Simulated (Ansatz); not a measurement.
## MgO, rock salt: band edges under a change of volume

How fast do the gaps move when the cell is scaled evenly?

Calculated with Ansatz 0.2.0, PBEsol, PAW files of the set soft_1, cutoff 600 eV, Fermi–Dirac smearing 0.02 eV, k-mesh 11×11×11, no spin polarisation, no spin-orbit coupling.

Reference cell, relaxed at zero pressure with PBEsol (Fm-3m): a = 2.9805 Å, b = 2.9805 Å, c = 2.9805 Å, α = 60.00°, β = 60.00°, γ = 60.00°.

```csv
atom,x,y,z
Mg,0.0000,0.0000,0.0000
O,0.5000,0.5000,0.5000
```

Levels are read on the k-mesh and along lines from Γ to X = (0.5, 0, 0.5), L = (0.5, 0.5, 0.5), K = (0.375, 0.375, 0.75) and W = (0.5, 0.25, 0.75) in the reciprocal basis of this cell (the letters only name these points), and count from the highest filled level.

| ln(V/V0) | gap (eV) | direct gap at Γ (eV) |
| --- | --- | --- |
| −0.0619 | 5.237 | 5.237 |
| −0.0408 | 5.021 | 5.021 |
| −0.0202 | 4.816 | 4.816 |
| 0.0000 | 4.620 | 4.620 |
| 0.0392 | 4.253 | 4.253 |
| 0.0583 | 4.082 | 4.082 |

**Question.** Fit the direct gap at Γ and give it at ln(V/V0) = 0.0198, a row left out above.

A straight line through the 6 rows: the means are −0.004233 for ln(V/V0) and 4.6715 for the level, Σ(Δx)² = 0.01073 and ΣΔxΔy = −0.103, so the slope is −0.103/0.01073 = −9.5931 and the intercept 4.6715 − (−9.5931)(−0.004233) = 4.6309.

The slope is the volume deformation potential of this gap, −9.59 eV, as a mean over the range. The line gives 4.441 eV. The run itself gives 4.432 eV, so the estimate misses by 0.009 eV; the fitted rows themselves lie up to 0.012 eV off the law.

The gap is direct at Γ in every row. Semilocal functionals give gaps that are too small, and the error differs from valley to valley, so the order of close valleys can be wrong too.

[Logs are printed without paths, hosts, clocks, repeated set-up lines and the standing remarks that a program may print on its own settings, such as how far it seeks lower states.]
